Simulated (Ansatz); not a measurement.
# 3-layer antimonene (AB) in a perpendicular field, part 3 of 3

What dipole does a perpendicular field induce in the 3-layer antimonene (AB)? A positive field points along +c.

Ansatz 0.2.0; plane-wave DFT, PBE-D3(BJ), Ansatz PAW.

So far. Step 10 (Single point, field 0.3 V/Å): The dipole is 0.327 e·Å, 0.330 e·Å from its value without field.

**11. Single point, field -0.3 V/Å**

input.yaml

```yaml
crystal:
  lattice:
    - [4.1464673556, 0.0, 0.0]
    - [-2.0732336778, 3.5909460659, 0.0]
    - [0.0, 0.0, 28.913822959]
  atoms:
    - { symbol: Sb, position: [0.6666666667, 0.3333333333, 0.3112698038] }
    - { symbol: Sb, position: [0.3333333333, 0.6666666667, 0.3667960487] }
    - { symbol: Sb, position: [0.0, 0.0, 0.4476201031] }
    - { symbol: Sb, position: [0.6666666667, 0.3333333333, 0.5032380803] }
    - { symbol: Sb, position: [0.6666666667, 0.3333333333, 0.6326100857] }
    - { symbol: Sb, position: [0.3333333333, 0.6666666667, 0.6887301962] }
kpoints:
  mp_grid: { grid: [12, 12, 1] }
  band_path:
    path: [[0, 0, 0], [0.5, 0, 0], [0.33333333, 0.33333333, 0], [0, 0, 0]]
    npoints: 16
hamiltonian:
  xc: pbe
  dispersion: d3bj
scf:
  occupations: { method: fermi_dirac, width: 0.02585 }
  convergence: { dr2_threshold: 1.0e-10 }
efield:
  axis: 3
  dipole_correction: true
  ramp_position: 0.966
  ramp_width: 0.0679
  amplitude: -0.3
output:
  write_potential: true
  write_density: true
  volumetric_format: npy
```

On the command line:

```
$ ansatz run input.yaml --threads 4 --pin off --max-ram 8192MiB --backend cpu --events-out ev --progress --plain --runs-dir out
```

The program printed:

```text
[...]
Crystal: 6 atoms, lattice volume = 430.519 Å³
Basis set: ecut = 420 eV, 8311 PW (Γ)
Bands: 54, of which v1, the nominal top of the filled ones, is band 45 counted from 1 (44 counted from 0)
Symmetry: 6 space group operations
[...]
k-points: 19 of 144 (time reversal used)
[...]
k-point 0: bands = [... 41 lower, 0.9832, 1.0624, 1.0624, 1.9139, 2.4068, 2.9172, 3.1957, 3.1957, ... 5 higher]
  k-point 1: bands = [... 41 lower, 0.8274, 0.9788, 0.9788, 2.1764, 2.7127, 3.1236, 3.3420, 3.4428, ... 5 higher]
  k-point 2: bands = [... 41 lower, 0.4651, 0.7021, 0.9391, 1.5268, 2.7604, 3.0139, 3.6027, 3.6292, ... 5 higher]
  k-point 18: bands = [... 41 lower, -0.7923, -0.7189, -0.6382, 0.0973, 2.4722, 2.9276, 3.1163, 3.6273, ... 5 higher]
[key lines of the parts left out:]
SCF converged after 12 iterations
Free energy (F): -38908.580383 eV
Fermi energy:    2.086869 eV
Dipole field:    D = -0.140928 V/Å  (p = -0.335296 e·Å, saw-weighted, corrected)
```

Run time: 33 s. Hardware: 4 threads of Arm Neoverse V1, shared host; peak memory 1.2 GiB; 2.2 min of CPU time.

The dipole is -0.335 e·Å, -0.332 e·Å from its value without field.

**12. Single point, field 0.4 V/Å**

Changes to input.yaml since step 11:

```diff
@@ -26,5 +26,5 @@
   dipole_correction: true
-  ramp_position: 0.966
-  ramp_width: 0.0679
-  amplitude: -0.3
+  ramp_position: 0.9339
+  ramp_width: 0.1321
+  amplitude: 0.4
 output:
```

The program printed:

```text
[...]
Crystal: 6 atoms, lattice volume = 430.519 Å³
Basis set: ecut = 420 eV, 8311 PW (Γ)
Bands: 54, of which v1, the nominal top of the filled ones, is band 45 counted from 1 (44 counted from 0)
Symmetry: 6 space group operations
[...]
k-points: 19 of 144 (time reversal used)
[...]
k-point 0: bands = [... 41 lower, 0.9226, 1.1685, 1.1685, 1.8540, 2.3508, 3.0127, 3.0772, 3.0772, ... 5 higher]
  k-point 1: bands = [... 41 lower, 0.8443, 1.0083, 1.0263, 2.0798, 2.6123, 3.1424, 3.2236, 3.4509, ... 5 higher]
  k-point 2: bands = [... 41 lower, 0.5611, 0.6529, 0.9798, 1.4543, 2.7962, 3.0184, 3.4844, 3.5011, ... 5 higher]
  k-point 18: bands = [... 41 lower, -0.8345, -0.8155, -0.5029, 0.0583, 2.5737, 2.8154, 3.0551, 3.5324, ... 5 higher]
[key lines of the parts left out:]
SCF converged after 12 iterations
Free energy (F): -38908.616219 eV
Fermi energy:    2.006388 eV
Dipole field:    D = 0.183558 V/Å  (p = 0.436721 e·Å, saw-weighted, corrected)
```

Wall time 33 s (4 threads); peak memory 1.2 GiB; 2.1 min of CPU time.

The dipole is 0.437 e·Å, 0.440 e·Å from its value without field.

**13. Single point, field -0.4 V/Å**

Changes to input.yaml since step 12:

```diff
@@ -28,3 +28,3 @@
   ramp_width: 0.1321
-  amplitude: 0.4
+  amplitude: -0.4
 output:
```

The program printed:

```text
[...]
Crystal: 6 atoms, lattice volume = 430.519 Å³
Basis set: ecut = 420 eV, 8311 PW (Γ)
Bands: 54, of which v1, the nominal top of the filled ones, is band 45 counted from 1 (44 counted from 0)
Symmetry: 6 space group operations
[...]
k-points: 19 of 144 (time reversal used)
[...]
k-point 0: bands = [... 41 lower, 0.9638, 1.0660, 1.0660, 1.9116, 2.4095, 2.9031, 3.2037, 3.2037, ... 5 higher]
  k-point 1: bands = [... 41 lower, 0.8043, 0.9684, 0.9858, 2.1817, 2.7161, 3.1096, 3.3500, 3.4431, ... 5 higher]
  k-point 2: bands = [... 41 lower, 0.4411, 0.7099, 0.9282, 1.5318, 2.7380, 3.0173, 3.6106, 3.6374, ... 5 higher]
  k-point 18: bands = [... 41 lower, -0.8084, -0.7111, -0.6424, 0.0993, 2.4494, 2.9349, 3.1229, 3.6313, ... 5 higher]
[key lines of the parts left out:]
SCF converged after 13 iterations
Free energy (F): -38908.619468 eV
Fermi energy:    2.087075 eV
Dipole field:    D = -0.187648 V/Å  (p = -0.446453 e·Å, saw-weighted, corrected)
```

It took 32 s on 4 threads; peak memory 1.2 GiB.

The dipole is -0.446 e·Å, -0.443 e·Å from its value without field.

**14. Response, atoms held**

This step: plane-wave DFT, PBE-D3(BJ), Ansatz PAW; response to a field along the normal, atoms held (Ansatz 0.2.0).

The dipoles give the slope, and the difference of two potentials shows where the field is screened.

Numbers from this step:

```
equivalent conductor thickness p/(ε₀AE) : 13.40 Å
distance between the outer atoms        : 10.91 Å
```

Dipole of the cell against applied field:

| applied field (V/Å) | dipole of the cell (e·Å) |
| --- | --- |
| -0.400 | -0.446 |
| -0.300 | -0.335 |
| -0.200 | -0.224 |
| -0.100 | -0.114 |
| -0.050 | -0.0588 |
| 0.000 | -0.00364 |
| 0.050 | 0.0515 |
| 0.100 | 0.107 |
| 0.200 | 0.217 |
| 0.300 | 0.327 |
| 0.400 | 0.437 |

Local field over the applied field, running mean. From the potentials at -0.05 and 0.05 V/Å; running mean over 2.8 Å. Table of local field over applied field by z:

| z (Å) | local field over applied field |
| --- | --- |
| 5 | 0.985 |
| 6 | 0.915 |
| 7 | 0.687 |
| 8 | 0.370 |
| 9 | 0.0985 |
| 10 | 0.00951 |
| 11 | 0.0107 |
| 12 | 0.0245 |
| 13 | 0.0113 |
| 14 | 0.00670 |
| 15 | 0.0649 |
| 16 | 0.128 |
| 17 | 0.123 |
| 18 | 0.0450 |
| 19 | 0.00704 |
| 20 | 0.111 |
| 21 | 0.393 |
| 22 | 0.710 |
| 23 | 0.924 |
| 24 | 0.986 |

Electrons, planar mean, per unit field. Induced electron density against z:

```
z (Å)  induced electron density (e/Å³ per V/Å)
    5                                   6.3e-5
    6                                   3.8e-4
    7                                  0.00181
    8                                  0.00287
    9                                   6.2e-4
   10                                   2.2e-4
   11                                  -3.1e-4
   12                                   1.0e-5
   13                                   3.5e-4
   14                                  -6.7e-5
   15                                  -4.2e-4
   16                                  -7.5e-4
   17                                   9.1e-4
   18                                   5.7e-4
   19                                  -3.0e-4
   20                                  -7.8e-4
   21                                 -0.00305
   22                                 -0.00162
   23                                  -3.4e-4
   24                                  -5.7e-5
```

By hand: between -0.05 and 0.05 V/Å the dipole changes by 0.1102 e·Å, a slope of 1.102 e·Å²/V. A perfect conductor of thickness t has p = ε₀AEt, so t = 180.95 × 1.102 / 14.890 = 13.40 Å (e/ε₀ = 180.95 V·Å, A in Å²).

The induced dipole is that of a conductor 13.40 Å thick.

**15. Summary of results**

| Item | Value |
| --- | --- |
| gap without field | none |
| work function, upper face | 3.93 eV |
| step between the vacuum levels | 0.0443 eV |
| equivalent conductor thickness, atoms held | 13.4 Å |

In words: The induced dipole equals that of a perfect conductor 13.40 Å thick, while the outer atoms lie 10.91 Å apart. The two faces differ: the vacuum level above lies 0.04 eV higher than the one below. There is no gap over 0.03 eV, with or without the field. Spin-orbit coupling is left out, which matters for the bands of elements this heavy.

[Long decimals in the printed logs are rounded to 6 places.]

[Logs are printed without paths, hosts, clocks, repeated set-up lines and the standing remarks that a program may print on its own settings, such as how far it seeks lower states.]

[Hosts, paths, dates, database ids (printed as entryN), source tags and the programs' standing remarks are cut or masked in the printed files.]

[Maps of the electrostatic potential energy from Ansatz leave out the sawtooth potential of an applied field or a dipole correction, so their vacuum need not be flat; planar profiles and work functions include it.]
